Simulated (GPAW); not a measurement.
# A GW chain in GPAW: TiO2 (I4_1/amd), part 2 of 2

Aim: the G0W0 gap of TiO2 (I4_1/amd) on LDA, step by step.

GPAW 26.7.0; LDA and many-body steps on it, plane waves. Known limits of the many-body steps: not at the basis limit.

So far. Step 3 (Bands along the symmetry lines): The gap is 2.020 eV, −0.047 eV from the run before at this level. Step 4 (Empty states on the mesh, 6×6×6 mesh, 100 bands): On this mesh the gap is 2.069 eV.

## (5) Screening and self-energy, 6×6×6 mesh, 90 bands, screening to 70 eV

G0W0 replaces the xc potential by the self-energy, built once from these orbitals. Only a window of levels is corrected, while the sums run over the empty bands that the input names.

This step: G0W0 on LDA, plane waves, PAW.

File run.py:

```python
import json
import numpy as np
from gpaw.mpi import world
from gpaw.response.g0w0 import G0W0

gw = G0W0('full.gpw',
    filename='gw',
    kpts=[0, 14, 26],
    bands=(22, 26),
    ecut=70,
    nbands=90,
    integrate_gamma='WS',
    ppa=True)
gw.calculate()
res = {mode: {k: v for k, v in r.items() if k != 'sigma_eskwn'}
       for mode, r in gw.all_results.items()}

if world.rank == 0:
    with open('result.json', 'w') as f:
        json.dump(res, f, default=lambda x: x.tolist())
```

Run with:

```bash
> mpirun -n 4 gpaw python run.py
```

Numbers of over 12 decimals in the logs are rounded to 6 here.

The log of the run:

```text
Using integrator: PointIntegrator
FrequencyGridDescriptor(from 0.000+0.000j to 0.000+27.211j eV, 2 points)
Nonperiodic BCs:  [False False False]
Using integrator: PointIntegrator
FrequencyGridDescriptor(from 0.000+0.000j to 0.000+27.211j eV, 2 points)
Nonperiodic BCs:  [False False False]
  ___  _ _ _
 |   || | | |
 | | || | | |
 |__ ||_____|
 |___|

BZ k-points: Symmetries present (total): 8

  [... matrices ...]
216 k-points: 6 x 6 x 6 Monkhorst-Pack grid + [1/12,1/12,1/12]
30 k-points in the irreducible part of the Brillouin zone
       k-points in crystal coordinates                weights
   0:     0.00000000    0.00000000    0.00000000          1/216
   1:     0.16666667   -0.16666667    0.00000000          4/216
   2:     0.16666667   -0.16666667    0.16666667          4/216
   3:     0.16666667    0.00000000    0.00000000          8/216
   4:     0.16666667    0.16666667   -0.16666667          2/216
   5:     0.33333333   -0.33333333    0.00000000          4/216
   6:     0.33333333   -0.33333333    0.16666667          8/216
   7:     0.33333333   -0.33333333    0.33333333          4/216
   8:     0.33333333   -0.16666667    0.00000000         16/216
   9:     0.33333333   -0.16666667    0.16666667          8/216
          ...
  29:     0.50000000    0.50000000    0.50000000          1/216

Distributing spins, k-points and bands (1 x 3 x 4) over 4 processes
Number of blocks: 1

Quasi particle states:
k-points (IBZ indices): [0, 14, 26]
Band range: (22, 26)
  [... matrices ...]
Computational parameters:
Plane wave cut-off: 70 eV
Number of bands: 90
Coulomb cutoff: None
Broadening: 0.1 eV

fxc modes: GW
Kernel: RPA
Using Godby-Needs plasmon-pole approximation:
  Fitting energy: i*E0, E0 = 1.000 Hartree
Summing all q:

Calculating screened Coulomb potential
No Coulomb truncation
FrequencyGridDescriptor(from 0.000+0.000j to 0.000+27.211j eV, 2 points)
Removing empty qpoint cache files...

Calculating chi0 body with:
    Ground state adapter containing:
    Number of spins: 1
    Number of kpoints: 216
    Number of irreducible kpoints: 30
    Number of completely occupied states: 24
    Number of partially occupied states: 24
    Occupied states memory: 12.0 M / cpu

    Linear response parametrization:
    q_c: [1.3877787807814457e-17, 1.3877787807814457e-17, 1.3877787807814457e-17]
    Number of frequency points: 2
    Planewave cutoff: 70.0
    Number of bands: 90
    Number of planewaves: 103
    Broadening (eta): 1e-06
    comm.size: 4
    kncomm.size: 4
    blockcomm.size: 1

    Memory estimate of potentially large arrays:
        chi0_wGG: 0.323761 M / cpu
Integrating chi0 body.

Symmetries of q_c:
    Direct symmetries (Uq -> q): 8
    Indirect symmetries (TUq -> q): 8
In total 16 allowed symmetries.

  [... matrices ...]
30 groups of equivalent kpoints. 86.111111% reduction.

Integral kind: response function
Integrating chi0 head and wings.

Symmetries of q_c:
    Direct symmetries (Uq -> q): 8
    Indirect symmetries (TUq -> q): 8
In total 16 allowed symmetries.

  [... matrices ...]
30 groups of equivalent kpoints. 86.111111% reduction.

Integral kind: response function wings

Calculating chi0 body with:
    Ground state adapter containing:
    Number of spins: 1
    Number of kpoints: 216
    Number of irreducible kpoints: 30
    Number of completely occupied states: 24
    Number of partially occupied states: 24
[... the further q-points ...]

Results:
f:      Occupation numbers
eps:     KS-eigenvalues [eV]
vxc:     KS vxc [eV]
exx:     Exact exchange [eV]
sigma:   Self-energies [eV]
dsigma:  Self-energy derivatives
Z:       Renormalization factors
qp:      QP-energies [eV]

k-point 0 (0): (0.000, 0.000, 0.000)                GW
band       f     eps     vxc     exx   sigma  dsigma       Z      qp
                                                                   GW
  22   1.000   3.269 -20.473 -25.149   4.945  -0.325   0.755   3.472
  23   1.000   3.269 -20.473 -25.149   4.945  -0.325   0.755   3.472
  24   0.000   5.783 -21.088 -13.060  -5.198  -0.287   0.777   7.982
  25   0.000   6.555 -22.466 -13.432  -5.911  -0.311   0.763   8.937

k-point 1 (14): (0.333, 0.333, -0.333)                GW
band       f     eps     vxc     exx   sigma  dsigma       Z      qp
                                                                   GW
  22   1.000   3.578 -21.465 -25.938   4.875  -0.315   0.761   3.884
  23   1.000   3.578 -21.465 -25.938   4.875  -0.315   0.761   3.884
  24   0.000   5.965 -21.390 -13.123  -5.369  -0.292   0.774   8.208
  25   0.000   6.351 -22.075 -13.309  -5.723  -0.304   0.767   8.685

k-point 2 (26): (0.500, 0.500, 0.000)                GW
band       f     eps     vxc     exx   sigma  dsigma       Z      qp
                                                                   GW
  22   1.000   3.713 -21.090 -25.671   4.944  -0.319   0.758   3.989
  23   1.000   3.714 -21.090 -25.671   4.944  -0.319   0.758   3.989
  24   0.000   7.063 -23.044 -13.873  -5.986  -0.323   0.756   9.470
  25   0.000   7.063 -23.044 -13.873  -5.986  -0.323   0.756   9.470
```

The job ended after 7.9 min (4 MPI ranks of Arm Neoverse V2, shared host; peak memory 4.1 GiB; 32 min of CPU time).

Numbers from this step:

| Item | Value |
| --- | --- |
| G0W0 gap on the points computed | 3.993 eV |
| least direct G0W0 gap on the computed points | 4.324 eV |
| Z at the valence top | 0.7579 |
| Z at the conduction bottom | 0.7771 |
| starting gap on the mesh | 2.069 eV |
| k of the valence top | 0.5, 0.5, 0 |
| k of the conduction bottom | 0, 0, 0 |

The gap on the mesh goes from 2.07 eV to 3.99 eV, a correction of +1.92 eV.

Limits: finite bands, cutoff and mesh. v1 is the top filled band, c1 the lowest empty one. Levels before and after the correction, in eV, zero at the valence-band top of each column:

```tsv
	conduction bottom	valence top
Kohn-Sham	2.07	0.00
G0W0	3.99	0.00
```

```tsv
	level	energy (eV)
Kohn-Sham	Γ v2-v1	-0.445
Kohn-Sham	Γ c1	2.069
Kohn-Sham	Γ c2	2.841
Kohn-Sham	(0.5 0.5 0) v2-v1	0.000
Kohn-Sham	(0.5 0.5 0) c1-c2	3.349
G0W0	Γ v2-v1	-0.517
G0W0	Γ c1	3.993
G0W0	Γ c2	4.948
G0W0	(0.5 0.5 0) v2-v1	0.000
G0W0	(0.5 0.5 0) c1-c2	5.481
```

## (6) Where the time went

Times are wall times on 4 MPI ranks of Arm Neoverse V2, shared host, good to a factor of about two.

```tsv
step	time	share	memory (GiB)
ground state	29 s	5 %	1
bands along the symmetry lines	23 s	4 %	1.1
empty states on the mesh	52 s	9 %	1.1
screening and self-energy	7.9 min	82 %	4.1
```

## (7) What came out

| Quantity | Value |
| --- | --- |
| LDA gap | 2.02 eV, indirect |
| G0W0 gap on the mesh | 3.99 eV |
| G0W0 gap over the zone (rigid shift) | 3.94 eV |
| GW settings | 6×6×6 mesh, 90 bands, screening to 70 eV, Godby-Needs plasmon pole |
| known limits | not at the basis limit |

G0W0 moves the gap on the mesh from 2.07 eV to 3.99 eV (+1.92 eV), with Z of 0.76 and 0.78 at the edges. The mesh misses the band edges by 0.05 eV in all; a rigid shift gives 3.94 eV for the zone. Only 3 of the mesh's irreducible points were corrected, so a valley elsewhere could overtake. The dearest step here is «screening and self-energy». Against experiment, by G0W0@LDA: the gap of 3.94 eV lies +0.66 eV from the measured 3.28 ± 0.13 eV (indirect, on SiO2 (quartz particles), 2024); the gap of 3.94 eV lies +0.77 eV from the measured 3.17 eV (kind not stated, 2020); the direct gap of 4.32 eV lies +0.45 eV from the measured 3.87 eV (direct, 2023); the direct gap of 4.32 eV lies +0.34 eV from the measured 3.98 eV (electronic, quoted 2020); the gap of 3.94 eV lies +0.65 eV from the measured 3.293 eV (indirect, 300 K, 2024). An exciton line or allowed optical edge lies below the quasiparticle gap by the binding energy; a forbidden edge can push the onset above it. The calculation has static nuclei and no excitons; a measured gap holds zero-point and thermal motion, which mostly lowers it. Bands and cutoff are finite, so the gap is not at the basis limit. The miss can reach some tenths of an eV and take either sign; the mesh is an error of its own. These stock PAW sets were not made for GW. In the G0W0 run levels were corrected at 3 k points alone, so a gap called «on the mesh» is the least over those, and an edge elsewhere would be missed.

[Paths, hosts, dates, memory and timing lines, banners, echoed tables and standing remarks are left out of the program output.]

[Logs are printed without paths, hosts, clocks, repeated set-up lines and the standing remarks that a program may print on its own settings, such as how far it seeks lower states.]

[Runs of the session that timed out or met a known fault of the program may be left out.]

[Hosts, paths, dates, database ids (printed as entryN), source tags and the programs' standing remarks are cut or masked in the printed files.]
